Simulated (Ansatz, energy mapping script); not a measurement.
**AlNi3: energy mapping under r²SCAN**

Aim: the exchange couplings of AlNi3 from the energies of a few collinear orders, and the ordering temperature that they give.

Main program and level: Ansatz 0.2.0; r²SCAN; plane waves, collinear spin, no spin–orbit coupling.

Report form: the programs' logs are mostly left out.

In doubt: warnings of the run leave room for a lower electronic state (steps 5, 9), so energies may not be the lowest and differences between runs may mislead.

### 1. The structure

The structure is cubic, space group Pm-3m (No. 221). The conventional cell has a = 3.523 Å, b = 3.523 Å, c = 3.523 Å, α = 90.00°, β = 90.00°, γ = 90.00°. Al has 12 Ni at 2.49 Å nearest. Ni has 4 Al at 2.49 Å and 8 Ni at 2.49 Å nearest. Farther neighbours are not listed.

The cell comes from a database of computed structures, and need not be the one that the compound takes in experiment.

The meta-GGA has less self-interaction than a GGA and tends to give larger moments than a GGA does.

### 2. Order 1: parallel, cell A of 4 atoms

The parallel order is the zero of energy for this cell and mesh.

Input file input.yaml:

```yaml
crystal:
  lattice:
    - [3.523054727, 0.0, 0.0]
    - [0.0, 3.523054727, 0.0]
    - [0.0, 0.0, 3.523054727]
  atoms:
    - { symbol: Al, position: [0.0, 0.0, 0.0] }
    - { symbol: Ni, position: [0.0, 0.5, 0.5], spin: 1.0 }
    - { symbol: Ni, position: [0.5, 0.0, 0.5], spin: 1.0 }
    - { symbol: Ni, position: [0.5, 0.5, 0.0], spin: 1.0 }
magnetization:
  spin_polarized: true
kpoints:
  mp_grid: { grid: [11, 11, 11] }
hamiltonian:
  xc: r2scan
scf:
  occupations: { method: fermi_dirac, width: 0.1 }
output:
  eigenvalues: true
```

Command:

```console
ansatz run input.yaml --threads 4 --pin off --max-ram 8192MiB --backend cpu --events-out ev --progress --plain --runs-dir out
```

Run time: 16 s. Hardware: 4 threads of Intel Xeon at 2.70GHz, shared host; peak memory 0.61 GiB; 54 s of CPU time.

Spin moment in the sphere by atom:

| atom | spin moment in the sphere (μB) |
| --- | --- |
| Al1 | -0.031 |
| Ni2 | 0.344 |
| Ni3 | 0.344 |
| Ni4 | 0.344 |

The run ends ferromagnetic.

### 3. Uncompensated ++− start in cell A (4 atoms)

Reversing part of the moments probes the couplings between the two sets.

Changes to input.yaml since step 2:

```diff
@@ -9,3 +9,3 @@
     - { symbol: Ni, position: [0.5, 0.0, 0.5], spin: 1.0 }
-    - { symbol: Ni, position: [0.5, 0.5, 0.0], spin: 1.0 }
+    - { symbol: Ni, position: [0.5, 0.5, 0.0], spin: -1.0 }
 magnetization:
```

Run time: 36 s. Hardware: 4 threads; peak memory 0.79 GiB; 2.1 min of CPU time.

Spin moment in the sphere by atom:

| atom | spin moment in the sphere (μB) |
| --- | --- |
| Al1 | -0.031 |
| Ni2 | 0.344 |
| Ni3 | 0.344 |
| Ni4 | 0.344 |

The run ends ferromagnetic, not as typed: a moment turned or collapsed in the SCF or in the program's search for a lower state.

### 4. Parallel start in cell B (8 atoms)

A new cell needs its own zero of energy.

Input file input.yaml:

```yaml
crystal:
  lattice:
    - [-3.523054727, 0.0, 0.0]
    - [0.0, 3.523054727, 3.523054727]
    - [0.0, 3.523054727, -3.523054727]
  atoms:
    - { symbol: Al, position: [0.0, 0.0, 0.0] }
    - { symbol: Al, position: [0.0, 0.5, 0.5] }
    - { symbol: Ni, position: [0.0, 0.5, 0.0], spin: 1.0 }
    - { symbol: Ni, position: [0.0, 0.0, 0.5], spin: 1.0 }
    - { symbol: Ni, position: [0.5, 0.25, 0.75], spin: 1.0 }
    - { symbol: Ni, position: [0.5, 0.75, 0.25], spin: 1.0 }
    - { symbol: Ni, position: [0.5, 0.25, 0.25], spin: 1.0 }
    - { symbol: Ni, position: [0.5, 0.75, 0.75], spin: 1.0 }
magnetization:
  spin_polarized: true
kpoints:
  mp_grid: { grid: [11, 8, 8] }
hamiltonian:
  xc: r2scan
scf:
  occupations: { method: fermi_dirac, width: 0.1 }
output:
  eigenvalues: true
```

The job ended after 86 s (4 threads; peak memory 1.4 GiB).

The run ends ferromagnetic. For each magnetic atom its energy differs from the parallel run of the first cell by 0.10 meV, an error that one common reference would have brought in.

### 5. Order 4: compensated +++−−−, cell B of 8 atoms

input.yaml, the sections that differ from step 4:

```yaml
crystal:
  lattice:
    - [-3.523054727, 0.0, 0.0]
    - [0.0, 3.523054727, 3.523054727]
    - [0.0, 3.523054727, -3.523054727]
  atoms:
    - { symbol: Al, position: [0.0, 0.0, 0.0] }
    - { symbol: Al, position: [0.0, 0.5, 0.5] }
    - { symbol: Ni, position: [0.0, 0.5, 0.0], spin: 1.0 }
    - { symbol: Ni, position: [0.0, 0.0, 0.5], spin: 1.0 }
    - { symbol: Ni, position: [0.5, 0.25, 0.75], spin: 1.0 }
    - { symbol: Ni, position: [0.5, 0.75, 0.25], spin: -1.0 }
    - { symbol: Ni, position: [0.5, 0.25, 0.25], spin: -1.0 }
    - { symbol: Ni, position: [0.5, 0.75, 0.75], spin: -1.0 }
# magnetization, kpoints, hamiltonian, scf, output: as in step 4
```

Run time: 10 min. Hardware: 4 threads; peak memory 2.4 GiB.

The run ends ferromagnetic, not as typed: a moment turned or collapsed in the SCF or in the program's search for a lower state.

### 6. Run 5 (compensated +−+−+−; cell B, 8 atoms)

input.yaml, the sections that differ from step 5:

```yaml
crystal:
  lattice:
    - [-3.523054727, 0.0, 0.0]
    - [0.0, 3.523054727, 3.523054727]
    - [0.0, 3.523054727, -3.523054727]
  atoms:
    - { symbol: Al, position: [0.0, 0.0, 0.0] }
    - { symbol: Al, position: [0.0, 0.5, 0.5] }
    - { symbol: Ni, position: [0.0, 0.5, 0.0], spin: 1.0 }
    - { symbol: Ni, position: [0.0, 0.0, 0.5], spin: -1.0 }
    - { symbol: Ni, position: [0.5, 0.25, 0.75], spin: 1.0 }
    - { symbol: Ni, position: [0.5, 0.75, 0.25], spin: -1.0 }
    - { symbol: Ni, position: [0.5, 0.25, 0.25], spin: 1.0 }
    - { symbol: Ni, position: [0.5, 0.75, 0.75], spin: -1.0 }
# magnetization, kpoints, hamiltonian, scf, output: as in step 5
```

Wall time 15 min (4 threads); peak memory 6.7 GiB.

The run ends ferromagnetic, not as typed: a moment turned or collapsed in the SCF or in the program's search for a lower state.

### 7. Run 6 (parallel; cell C, 8 atoms)

This run holds the same structure in another cell (b 4.982 → 3.523 Å, c 4.982 → 7.046 Å).

Input file input.yaml:

```yaml
crystal:
  lattice:
    - [3.523054727, 0.0, 0.0]
    - [0.0, 3.523054727, 0.0]
    - [0.0, 0.0, 7.046109454]
  atoms:
    - { symbol: Al, position: [0.0, 0.0, 0.0] }
    - { symbol: Al, position: [0.0, 0.0, 0.5] }
    - { symbol: Ni, position: [0.0, 0.5, 0.25], spin: 1.0 }
    - { symbol: Ni, position: [0.0, 0.5, 0.75], spin: 1.0 }
    - { symbol: Ni, position: [0.5, 0.0, 0.25], spin: 1.0 }
    - { symbol: Ni, position: [0.5, 0.0, 0.75], spin: 1.0 }
    - { symbol: Ni, position: [0.5, 0.5, 0.0], spin: 1.0 }
    - { symbol: Ni, position: [0.5, 0.5, 0.5], spin: 1.0 }
magnetization:
  spin_polarized: true
kpoints:
  mp_grid: { grid: [11, 11, 6] }
hamiltonian:
  xc: r2scan
scf:
  occupations: { method: fermi_dirac, width: 0.1 }
output:
  eigenvalues: true
```

Wall time 83 s (4 threads); peak memory 1.4 GiB.

The run ends ferromagnetic. For each magnetic atom its energy differs from the parallel run of the first cell by 0.00 meV, an error that one common reference would have brought in.

### 8. Run 7 (compensated +−+−+−; cell C, 8 atoms)

input.yaml, the sections that differ from step 7:

```yaml
crystal:
  lattice:
    - [3.523054727, 0.0, 0.0]
    - [0.0, 3.523054727, 0.0]
    - [0.0, 0.0, 7.046109454]
  atoms:
    - { symbol: Al, position: [0.0, 0.0, 0.0] }
    - { symbol: Al, position: [0.0, 0.0, 0.5] }
    - { symbol: Ni, position: [0.0, 0.5, 0.25], spin: 1.0 }
    - { symbol: Ni, position: [0.0, 0.5, 0.75], spin: -1.0 }
    - { symbol: Ni, position: [0.5, 0.0, 0.25], spin: 1.0 }
    - { symbol: Ni, position: [0.5, 0.0, 0.75], spin: -1.0 }
    - { symbol: Ni, position: [0.5, 0.5, 0.0], spin: 1.0 }
    - { symbol: Ni, position: [0.5, 0.5, 0.5], spin: -1.0 }
# magnetization, kpoints, hamiltonian, scf, output: as in step 7
```

Run time: 7.7 min. Hardware: 4 threads; peak memory 4.1 GiB; 29 min of CPU time.

The run ends ferromagnetic, not as typed: a moment turned or collapsed in the SCF or in the program's search for a lower state.

### 9. Compensated +++−−− start in cell C (8 atoms)

input.yaml, the sections that differ from step 8:

```yaml
crystal:
  lattice:
    - [3.523054727, 0.0, 0.0]
    - [0.0, 3.523054727, 0.0]
    - [0.0, 0.0, 7.046109454]
  atoms:
    - { symbol: Al, position: [0.0, 0.0, 0.0] }
    - { symbol: Al, position: [0.0, 0.0, 0.5] }
    - { symbol: Ni, position: [0.0, 0.5, 0.25], spin: 1.0 }
    - { symbol: Ni, position: [0.0, 0.5, 0.75], spin: 1.0 }
    - { symbol: Ni, position: [0.5, 0.0, 0.25], spin: 1.0 }
    - { symbol: Ni, position: [0.5, 0.0, 0.75], spin: -1.0 }
    - { symbol: Ni, position: [0.5, 0.5, 0.0], spin: -1.0 }
    - { symbol: Ni, position: [0.5, 0.5, 0.5], spin: -1.0 }
# magnetization, kpoints, hamiltonian, scf, output: as in step 8
```

It took 12 min on 4 threads; peak memory 2.6 GiB.

The run ends ferromagnetic, not as typed: a moment turned or collapsed in the SCF or in the program's search for a lower state.

### 10. The fit

Each energy difference is a sum of couplings weighted by the pairs that the order reverses. A few near shells are fitted to the differences by least squares. Energies are those extrapolated to zero occupation width, not the free energies F.

The orders side by side; each is measured from the parallel order in the same cell and on the same mesh:

| order | atoms | energy (meV a magnetic atom) | moments (μB) | moments kept as typed |
| --- | --- | --- | --- | --- |
| parallel in cell A | 4 | 0.00 | 0.34 | yes |
| uncompensated ++− in cell A (typed; ended ferromagnetic) | 4 | 0.00 | 0.34 | no |
| parallel in cell B | 8 | 0.00 | 0.34 | yes |
| compensated +++−−− in cell B (typed; ended ferromagnetic) | 8 | 0.00 | 0.34 | no |
| compensated +−+−+− in cell B (typed; ended ferromagnetic) | 8 | 0.00 | 0.34 | no |
| parallel in cell C | 8 | 0.00 | 0.34 | yes |
| compensated +−+−+− in cell C (typed; ended ferromagnetic) | 8 | 0.00 | 0.34 | no |
| compensated +++−−− in cell C (typed; ended ferromagnetic) | 8 | 0.00 | 0.34 | no |

No pair of orders in one cell converged with its signs kept, so no coupling can be fitted.

### 11. Outcome

- couplings: not obtained

What this shows: No pair of a parallel and an opposed order came out as typed: 0 of 8 runs did not finish, and those that did end ferromagnetic. That shows what these starts end on, not which order is the ground state.

[Logs and program files are shortened in this print: banners, set-up blocks, solver, clock and traceback lines can be left out without a mark of their own.]

[Logs are printed without paths, hosts, clocks, repeated set-up lines and the standing remarks that a program may print on its own settings, such as how far it seeks lower states.]

[Hosts, paths, dates, database ids (printed as entryN), source tags and the programs' standing remarks are cut or masked in the printed files.]

[Where a cell is said to come from a database of computed structures, the database is the Materials Project.]
